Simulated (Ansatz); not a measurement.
# Tc of La2Sb (I4/mmm) from its phonons

Aim: the phonon-mediated transition temperature of La2Sb (I4/mmm) at ambient pressure, over a range of μ*. The cell shown first is a relaxed one, from steps not shown here.

Calculated with Ansatz 0.2.0; DFT PBEsol, scalar-relativistic, plane waves, PAW; PAW set soft_1.

**Measured values to reproduce.**

For La2Sb (sintered polycrystalline pellet from solid state reaction), “La2Sb, a layered superconductor with metal-metal bonds” (2011, arxiv:1102.1230) gives, by four-probe DC resistivity: superconducting transition temperature (zero-resistivity transition temperature) 5.2 K.

## (1) The cell after earlier relaxation steps

Symmetry: I4/mmm, No. 139, tetragonal system. The conventional cell has a = 4.570 Å, b = 4.570 Å, c = 18.012 Å, α = 90.00°, β = 90.00°, γ = 90.00°. La has 4 La at 3.23 Å and 4 Sb at 3.37 Å nearest. Nearest to La lie 5 Sb at 3.30 to 3.32 Å. Sb has 9 La at 3.30 to 3.37 Å nearest. Farther neighbours are not listed.

## (2) Coupling and resistivity: q 2×2×2, k 8×8×8, scattering 12×12×12

The run that gives the couplings also evaluates McMillan's and Allen and Dynes's formulas and, where asked, the Eliashberg equations, over a range of μ*.

Input file input.yaml:

```yaml
crystal:
  lattice:
    - [-2.2850971615, 2.2850971615, 9.0058803028]
    - [2.2850971615, -2.2850971615, 9.0058803028]
    - [2.2850971615, 2.2850971615, -9.0058803028]
  atoms:
    - { symbol: La, position: [0.5, 0.0, 0.5] }
    - { symbol: La, position: [0.0, 0.5, 0.5] }
    - { symbol: La, position: [0.3206657666, 0.3206657666, 0.0] }
    - { symbol: La, position: [0.6793342334, 0.6793342334, 0.0] }
    - { symbol: Sb, position: [0.1374809281, 0.1374809281, 0.0] }
    - { symbol: Sb, position: [0.8625190719, 0.8625190719, 0.0] }
kpoints:
  mp_grid: { grid: [8, 8, 8] }
hamiltonian:
  xc: pbesol
  pseudopotentials: { kind: paw, azcp: { folder: soft_1 }, xc_functional: pbe }
scf:
  occupations: { method: methfessel_paxton, width: 0.2 }
output:
  eigenvalues: true
phonons:
  method: dfpt
  qmesh: [2, 2, 2]
  temperatures: { t_max: 1000, t_step: 50 }
  qpath:
    path:
      - [[0.0, 0.0, 0.0], [0.0, 0.0, 0.5], [0.25, 0.25, 0.25], [0.0, 0.5, 0.0], [0.0, 0.0, 0.0], [0.5, 0.5, -0.5], [0.26609522, 0.73390478, -0.26609522]]
      - [[-0.26609522, 0.26609522, 0.26609522], [0.0, 0.0, 0.0]]
      - [[0.0, 0.0, 0.5], [-0.03219045, 0.03219045, 0.5]]
      - [[0.5, 0.5, -0.03219045], [0.5, 0.5, -0.5]]
    npoints: 10
  electrical_resistivity:
    mesh: [12, 12, 12]
    temperatures: [20.0, 50.0, 80.0, 100.0, 150.0, 200.0, 273.0, 300.0, 400.0, 500.0, 600.0, 800.0]
  superconductivity: { mesh: [12, 12, 12] }
```

Command:

```bash
$ ansatz run input.yaml --threads 8 --pin off --max-ram 20480MiB --backend cpu --events-out ev --progress --plain --runs-dir out
```

Numbers of over 12 decimals in the logs are rounded to 6 here.

What it wrote:

```text
Warning: phonons: the dynamical matrix that this run interpolates holds no multipole term above the dipole-dipole one, and a site of this crystal is no centre of inversion, so its interpolated transverse optical and acoustic branches and sound speeds can stay off near Gamma, and the density of states and the thermodynamics with them. What a run solves at a wave vector of phonons.qpoints, Gamma apart, where the deck admits one, is free of this, and under fd what a larger phonons.supercell samples
Engine: ansatz 0.2.0, aarch64-unknown-linux-gnu
Pseudopotentials: kind: paw
Pseudopotential: La, paw, valence charge 11, recommended cutoff 420 eV (normal), soft_1/La.paw.azcp
Pseudopotential: Sb, paw, valence charge 15, recommended cutoff 420 eV (normal), soft_1/Sb.paw.azcp
Functional definition: PBEsol
  exchange = pbesol_x
  correlation = pbesol_c
Crystal: 6 atoms, lattice volume = 188.103 Å³
Basis set: ecut = 420 eV, 3671 PW (Γ), exchange–correlation on 128×128×128 points (8 copies of the dense FFT grid, shifted against one another)
Bands: 45, of which v1, the nominal top of the filled ones, is band 37 counted from 1 (36 counted from 0)
Symmetry: 16 space group operations
k-points: 59 of 512
Non-local potential: La, projectors of the file, l = 0: 3, l = 1: 2, l = 2: 2, l = 3: 3
Non-local potential: Sb, projectors of the file, l = 0: 2, l = 1: 2, l = 2: 2, l = 3: 1
PAW form: soft (Blöchl's): semilocal exchange-correlation on the pseudo side does not see the compensation charge
PAW frozen core: La, regenerated for the run's functional, and the local potential with it (the file was generated under x = pbe(κ = 0.804, μ = 0.219515), c = pbe(β = 0.066725))
PAW frozen core: Sb, regenerated for the run's functional, and the local potential with it (the file was generated under x = pbe(κ = 0.804, μ = 0.219515), c = pbe(β = 0.066725))
PAW one-centre angular grid: La, 590 points (default); XC on 64 Gauss nodes
PAW one-centre angular grid: Sb, 590 points (default); XC on 64 Gauss nodes
Initial density: superposition of atomic densities (chi_scale 0.1, normalization cell, long waves kept (reshape's long-wave potential 0.14 eV rms))
Initial wavefunctions: pseudopotential atomic-orbital guess
Functional: x = pbesol(κ = 0.804, μ = 0.123457), c = pbesol(β = 0.046)
SCF iter   1: F=—  HF=-37476.526525 eV  |F-HF|=—  |Δ(HF+E_count)|=         —  Δρ=7.18e-2  dr2=1.02e2  ethr=3.10e-3  ⟨swp⟩=6.4  Hψ=25381  notcnv=0
automatic band count: the SCF goes on with 53 bands, as 45 were too few: they end inside the smearing window of the response
preconditioner: auto → Kerker (q_TF=auto, 2.335 Å⁻¹)  [metal: Δε(μ)=0.007 eV  Ē_g=7.953 eV  σ=0.200 eV  W_gap=0.03  n_scr=42 (ndim 8)  ℏωp=15.8 eV  f_vac=0.000  D(μ)=7.12/eV (n_scr^D=50)]
SCF iter   2: F=—  HF=-37470.493509 eV  |F-HF|=—  |Δ(HF+E_count)|=    6.03e0  S|Δr|=    0.00e0  Δρ=4.08e-2  dr2=3.16e1  ethr=3.10e-3  ⟨swp⟩=4.2  Hψ=7496  notcnv=0  defer=153
SCF iter   3: F=—  HF=-37468.011955 eV  |F-HF|=—  |Δ(HF+E_count)|=    2.48e0  S|Δr|=    0.00e0  Δρ=1.72e-2  dr2=7.56e-1  ethr=3.10e-3  ⟨swp⟩=10.4  Hψ=11161  notcnv=0  defer=226
SCF iter   4: F=—  HF=-37467.799204 eV  |F-HF|=—  |Δ(HF+E_count)|=   2.13e-1  S|Δr|=    0.00e0  Δρ=4.76e-3  dr2=6.00e-2  ethr=1.02e-3  ⟨swp⟩=6.6  Hψ=6966  notcnv=0  defer=299
SCF iter   5: F=—  HF=-37467.781915 eV  |F-HF|=—  |Δ(HF+E_count)|=   1.73e-2  S|Δr|=    0.00e0  Δρ=8.62e-4  dr2=2.97e-3  ethr=8.11e-5  ⟨swp⟩=5.1  Hψ=6853  notcnv=0  defer=333
SCF iter   6: F=—  HF=-37467.781704 eV  |F-HF|=—  |Δ(HF+E_count)|=   2.11e-4  S|Δr|=    0.00e0  Δρ=3.97e-4  dr2=7.76e-4  ethr=4.01e-6  ⟨swp⟩=2.7  Hψ=5504  notcnv=0  defer=312
SCF iter   7: F=—  HF=-37467.781565 eV  |F-HF|=—  |Δ(HF+E_count)|=   1.39e-4  S|Δr|=    0.00e0  Δρ=1.04e-4  dr2=3.59e-5  ethr=1.05e-6  ⟨swp⟩=2.9  Hψ=5248  notcnv=0  defer=304
[...]
Hall coefficient in a weak field at 500 K (a third of the trace): 1.649e-10 m³/C (as a tensor it moves by 15.1 % between the two finest meshes); by each state's relaxation time: 1.654e-10 m³/C; by a constant relaxation time: 7.224e-11 m³/C
  mean free path at 600 K (of a tensor a third of its trace): 0.741 nm by what each carries, 0.537 by the Fermi surface alone
  Hall coefficient in a weak field at 600 K (a third of the trace): 1.105e-10 m³/C (as a tensor it moves by 18.5 % between the two finest meshes); by each state's relaxation time: 1.085e-10 m³/C; by a constant relaxation time: 6.311e-11 m³/C
  mean free path at 800 K (of a tensor a third of its trace): 0.608 nm by what each carries, 0.412 by the Fermi surface alone
  Hall coefficient in a weak field at 800 K (a third of the trace): 1.143e-11 m³/C (as a tensor it moves by 24.8 % between the two finest meshes); by each state's relaxation time: 6.331e-12 m³/C; by a constant relaxation time: 3.914e-11 m³/C
  the resistivity times a path that all electrons share, by the Fermi surface of the deck's mesh alone (a third of the trace): 1.732e-15 Ω·m²
  not converged in the mesh (λ; λ_tr; the resistivity at 20 K by 23.00 %; the resistivity at 50 K by 28.23 %; the resistivity at 80 K by 29.13 %; the resistivity at 100 K by 29.51 %; the resistivity at 150 K by 28.07 %; the resistivity at 200 K by 26.47 %; the resistivity at 273 K by 23.95 %; the resistivity at 300 K by 22.95 %; the resistivity at 400 K by 20.00 %; the resistivity at 500 K by 17.61 %; the resistivity [...]
  vibrations of 8 cells: unjudged by the run; compare a larger repeat
  the changes of the potential over all sites missed a rigid shift's by 0.00 % (the site terms' by 0.04 %)
  at the force constants' own smearing the fine mesh and the k-points of their solves give squared frequencies that differ by 13.6 % of the larger at the most, at (0, 0, -0.5)
--- Superconductivity: potentials and phonons of a 2×2×2 supercell ---
           mesh         λ    ħω_log (meV)  μ* declared at (meV)
       12×12×12    1.3319           5.327                7.526
          6×6×6    1.2249           5.522                7.530
          3×3×3    1.2097           6.431                8.096
  λ by the species' shares of the modes' patterns: La 1.1177, Sb 0.2143
  with the Fermi level up to 16.8 meV (the hardest mode) off, states and modes as they are: density of states 4.2922 to 6.0309 /eV of one spin and cell, λ 1.2858 to 2.1144
  transition temperature on the deck's mesh (K), isotropic and anisotropic, restricted to the Fermi surface (FSR) and over the full bandwidth (FBW), and the last with the density of states resolved in a narrower window:
        μ*   McMillan   Allen–Dynes      iso. FSR      iso. FBW    aniso. FSR    aniso. FBW  narrow window
      0.08      6.664         7.528         7.561         7.576         8.314         8.377          8.370
      0.10      6.245         6.974         6.867         6.879         7.672         7.729          7.723
      0.12      5.827         6.444         6.207         6.216         7.065         7.117          7.112
      0.13      5.619         6.187         5.890         5.898         6.776         6.825          6.821
      0.14      5.412         5.935         5.583         5.590         6.495         6.541          6.538
      0.16      5.000         5.444         4.995         5.000         5.962         6.004          6.002
      0.20      4.193         4.510         3.933         3.935         5.009         5.041          5.042
  isotope coefficients −∂ln Tc/∂ln M under μ* = 0.13, the force constants as they are, of the isotropic transitions restricted to the Fermi surface and over the full bandwidth: La 0.420 and 0.421, Sb 0.035 and 0.036
  gaps at the Fermi level over the full bandwidth under μ* = 0.1, 1.932 K: 0.326 to 1.932 meV
  gaps at the Fermi level over the full bandwidth under μ* = 0.13, 1.706 K: 0.201 to 1.710 meV
  gaps at the Fermi level over the full bandwidth under μ* = 0.16, 1.501 K: 0.098 to 1.518 meV
  not converged in the mesh (λ): between neighbouring meshes, the two finest first, λ moves by 8.03 % and 1.24 % and the anisotropic transition temperature over the full bandwidth at μ* = 0.13 by 2.21 % and 2.47 %; converged means that the two finest part by at most 2.00 % and 5.00 %
  vibrations of 8 cells: unjudged by the run; compare a larger repeat
  the changes of the potential over all sites missed a rigid shift's by 0.00 % (the site terms' by 0.04 %)
  at the force constants' own smearing the fine mesh and the k-points of their solves give squared frequencies that differ by 13.6 % of the larger at the most, at (0, 0, -0.5)
[key lines of the parts left out:]
SCF converged after 13 iterations
Free energy (F): -37467.781562 eV
Fermi energy:    11.889781 eV
```

Run time: 64 min. Hardware: 8 threads of Arm Neoverse V1, shared host; peak memory 19 GiB; 8.3 h of CPU time.

The column dr2 measures how far the density is from self-consistency, as an energy; F and HF (Harris–Foulkes) agree once it is small.

This step gave:

```yaml
volume_per_atom: 31.35 Å³/atom
metallic_on_mesh: yes
gap_on_the_k_mesh: 0 eV
zero_point_energy: 0.1001 eV/cell
share_of_imaginary_modes_in_the_plain_interpolation_between_solved_wavevectors: 0
highest_frequency_solved_or_plainly_interpolated: 135.4 cm⁻¹
debye_temperature_second_moment: 175 K
resistivity_at_300_k: 164.1 μΩ cm, mean of the axes
coupling_constant_lambda: 1.332
density_of_states_at_the_fermi_level: 4.473 states/eV a spin and cell
log_mean_phonon_energy_omega_log: 5.327 meV
transport_coupling_constant_lambda_tr: 1.631, 1.631, 1.097 (xx, yy, zz)
drude_plasma_energy: 3.796, 3.796, 2.139 eV (xx, yy, zz)
resistivity_times_mean_free_path: 12.01, 12.01, 27.96 × 10⁻¹⁶ Ω m² (xx, yy, zz)
second_moment_phonon_energy_omega: 7.526 meV
```

Transition temperatures:

```csv
μ*,McMillan Tc (K),Allen–Dynes Tc (K),isotropic Fermi-surface Tc (K),isotropic full bandwidth Tc (K),anisotropic Fermi-surface Tc (K),anisotropic full bandwidth Tc (K),anisotropic narrow window Tc (K)
0.08,6.66,7.53,7.56,7.58,8.31,8.38,8.37
0.1,6.25,6.97,6.87,6.88,7.67,7.73,7.72
0.12,5.83,6.44,6.21,6.22,7.07,7.12,7.11
0.13,5.62,6.19,5.89,5.9,6.78,6.82,6.82
0.14,5.41,5.93,5.58,5.59,6.49,6.54,6.54
0.16,5,5.44,5,5,5.96,6,6
0.2,4.19,4.51,3.93,3.94,5.01,5.04,5.04
```

The Eliashberg function α²F has structure finer than the step of the table below, so its rows give means over 0.5 meV, whole bins alone (the curve runs from 0.066 to 16.7 meV). Peaks (meV: height): α²F 1.77: 0.436, 5.44: 0.699, 7.80: 0.844, 9.51: 0.916, 11.48: 0.382, 12.13: 0.414, 16.07: 0.552; α²F tr 1.77: 0.502, 5.44: 0.783, 7.80: 0.807, 9.51: 1.04, 11.48: 0.406, 12.13: 0.485, 16.07: 0.615.

The Eliashberg function α²F by phonon energy; means over each step:

```csv
phonon energy (meV),α²F,α²F tr
0.5,2.9e-6,0
1.0,2.1e-4,8.9e-5
1.5,0.165,0.174
2.0,0.246,0.285
2.5,0.133,0.153
3.0,0.141,0.160
3.5,0.151,0.169
4.0,0.145,0.163
4.5,0.124,0.141
5.0,0.347,0.389
5.5,0.527,0.596
6.0,0.319,0.366
6.5,0.278,0.305
7.0,0.466,0.479
7.5,0.693,0.680
8.0,0.705,0.695
8.5,0.274,0.290
9.0,0.314,0.372
9.5,0.736,0.840
10.0,0.505,0.532
10.5,0.312,0.328
11.0,0.234,0.240
11.5,0.352,0.381
12.0,0.285,0.319
12.5,0.141,0.152
13.0,0.0488,0.0511
13.5,0.0172,0.0220
14.0,0.0668,0.0808
14.5,0.123,0.142
15.0,0.158,0.167
15.5,0.285,0.282
16.0,0.380,0.402
```

The Eliashberg function α²F has structure finer than the step of the table below, so its rows give means over 0.5 meV, whole bins alone (the curve runs from 0.066 to 16.7 meV). Peaks (meV: height): α²F 1.77: 0.436, 5.44: 0.699, 7.80: 0.844, 9.51: 0.916, 11.48: 0.382, 12.13: 0.414, 16.07: 0.552; La 1.77: 0.433, 5.44: 0.561, 7.80: 0.645, 9.51: 0.817, 11.48: 0.349, 12.13: 0.370, 16.07: 0.216; Sb 5.44: 0.138, 7.80: 0.199, 9.51: 0.0988, 15.54: 0.218, 16.07: 0.335.

Eliashberg function α²F against phonon energy; means over each step:

```csv
phonon energy (meV),α²F,La,Sb
0.5,2.9e-6,0,0
1.0,2.1e-4,1.4e-4,4.1e-5
1.5,0.165,0.164,9.1e-4
2.0,0.246,0.244,0.00231
2.5,0.133,0.130,0.00320
3.0,0.141,0.133,0.00737
3.5,0.151,0.137,0.0138
4.0,0.145,0.128,0.0169
4.5,0.124,0.106,0.0179
5.0,0.347,0.278,0.0689
5.5,0.527,0.422,0.105
6.0,0.319,0.248,0.0716
6.5,0.278,0.205,0.0723
7.0,0.466,0.363,0.102
7.5,0.693,0.545,0.148
8.0,0.705,0.545,0.160
8.5,0.274,0.223,0.0512
9.0,0.314,0.274,0.0399
9.5,0.736,0.658,0.0778
10.0,0.505,0.448,0.0569
10.5,0.312,0.263,0.0495
11.0,0.234,0.200,0.0343
11.5,0.352,0.316,0.0360
12.0,0.285,0.254,0.0307
12.5,0.141,0.128,0.0131
13.0,0.0488,0.0455,0.00324
13.5,0.0172,0.00776,0.00939
14.0,0.0668,0.0171,0.0498
14.5,0.123,0.0349,0.0884
15.0,0.158,0.0485,0.109
15.5,0.285,0.103,0.182
16.0,0.380,0.148,0.232
```

Anisotropic full-bandwidth solution, weighted at the Fermi level. Gaps:

```csv
mu*,T (K),mean gap (meV),5 % (meV),95 % (meV),mean Z
0.1,1.93,1.26,0.697,1.76,2.2
0.1,3.86,1.19,0.66,1.68,2.21
0.1,5.8,0.962,0.53,1.37,2.26
0.1,6.96,0.65,0.358,0.925,2.3
0.13,1.71,1.07,0.548,1.53,2.22
0.13,3.41,1.02,0.516,1.47,2.23
0.13,5.12,0.816,0.411,1.2,2.27
0.13,6.14,0.55,0.275,0.814,2.31
0.16,1.5,0.907,0.419,1.33,2.24
0.16,3,0.858,0.392,1.27,2.24
0.16,4.5,0.686,0.308,1.04,2.28
0.16,5.4,0.461,0.205,0.706,2.31
```

The dTc/da2F by phonon energy:

```csv
phonon energy (meV),dTc/da2F (K/meV)
0.5,-
1.0,1.44
1.5,1.96
2.0,2.32
2.5,2.56
3.0,2.69
3.5,2.74
4.0,2.74
4.5,2.72
5.0,2.67
5.5,2.61
6.0,2.54
6.5,2.47
7.0,2.39
7.5,2.32
8.0,2.25
8.5,2.18
9.0,2.11
9.5,2.04
10.0,1.98
10.5,1.92
11.0,1.86
11.5,1.81
12.0,1.75
12.5,1.70
13.0,1.65
13.5,1.61
14.0,1.56
14.5,1.51
15.0,1.47
15.5,1.43
16.0,1.40
16.5,1.36
```

Table of share of the Fermi-level states by lambda of a state:

```csv
lambda of a state,share of the Fermi-level states
0.38,0.0359
0.53,0.0337
0.69,0.0418
0.84,0.0841
0.99,0.120
1.15,0.192
1.30,0.113
1.45,0.0821
1.60,0.0897
1.76,0.039
1.91,0.0186
2.06,0.0684
2.22,0.0279
2.37,0.0109
2.52,1.0e-4
2.67,0.0091
2.83,0.0073
2.98,0.0205
3.13,0.0066
3.29,0
3.44,0
3.59,0
3.75,0
3.90,0
```

## (3) What came out

```
meshes                                 : q 2×2×2, k 8×8×8, scattering 12×12×12
coupling constant λ                    : 1.33
log mean phonon energy ħω_log          : 5.33 meV
Allen–Dynes Tc at μ* = 0.1             : 6.97 K
Allen–Dynes Tc at μ* = 0.13            : 6.19 K
anisotropic Eliashberg Tc at μ* = 0.1  : 7.73 K
anisotropic Eliashberg Tc at μ* = 0.13 : 6.82 K
```

**Reading.** In the last run (PBEsol, q 2×2×2, k 8×8×8, scattering 12×12×12), with λ = 1.3 and ħω_log = 5.33 meV, Tc at μ* = 0.13 is 5.6 K by McMillan's formula, 6.2 K by Allen and Dynes's and 6.8 K by the anisotropic Eliashberg equations. Allen and Dynes's formula meets the measured 5.2 K at μ* near 0.17. Raising μ* from 0.10 to 0.16 lowers the Allen–Dynes value from 7.0 to 5.4 K. The mean gap at a quarter of Tc gives 2Δ/k_B Tc = 3.64, against 3.53 in weak-coupling theory. The gap spreads from 0.55 to 1.5 meV over nine tenths of the Fermi surface. By the run's own test λ is not converged in the fine mesh: it moves by 8 % between the two finest. The run's transport test calls it not converged in the mesh; ρ(300 K) moves by 23 % in the component that moves most. These meshes are coarse. μ* is a typed number, phonons are harmonic, and spin fluctuations are left out; at μ* = 0.13 McMillan's formula turns 1 % in λ into about 1.2 % in Tc.

Calculation against experiment:

| quantity | measured | Allen–Dynes, PBEsol, q 2×2×2, fine 12×12×12 | Eliashberg, PBEsol, q 2×2×2, fine 12×12×12 |
| --- | --- | --- | --- |
| superconducting transition temperature (μ* = 0.13) (kelvin) | 5.2 | 6.19 (+19.0 %) | 6.82 (+31.2 %) |

Measured values from arxiv:1102.1230 (2011).

Verdict: For the superconducting transition temperature, of the levels listed nearest comes Allen–Dynes, PBEsol, q 2×2×2, fine 12×12×12 (+19.0 %, fair agreement) and farthest Eliashberg, PBEsol, q 2×2×2, fine 12×12×12 (+31.2 %, a clear miss). Limits of convergence are named above.

[Logs are printed without paths, hosts, clocks, repeated set-up lines and the standing remarks that a program may print on its own settings, such as how far it seeks lower states.]

[Hosts, paths, dates, database ids (printed as entryN), source tags and the programs' standing remarks are cut or masked in the printed files.]
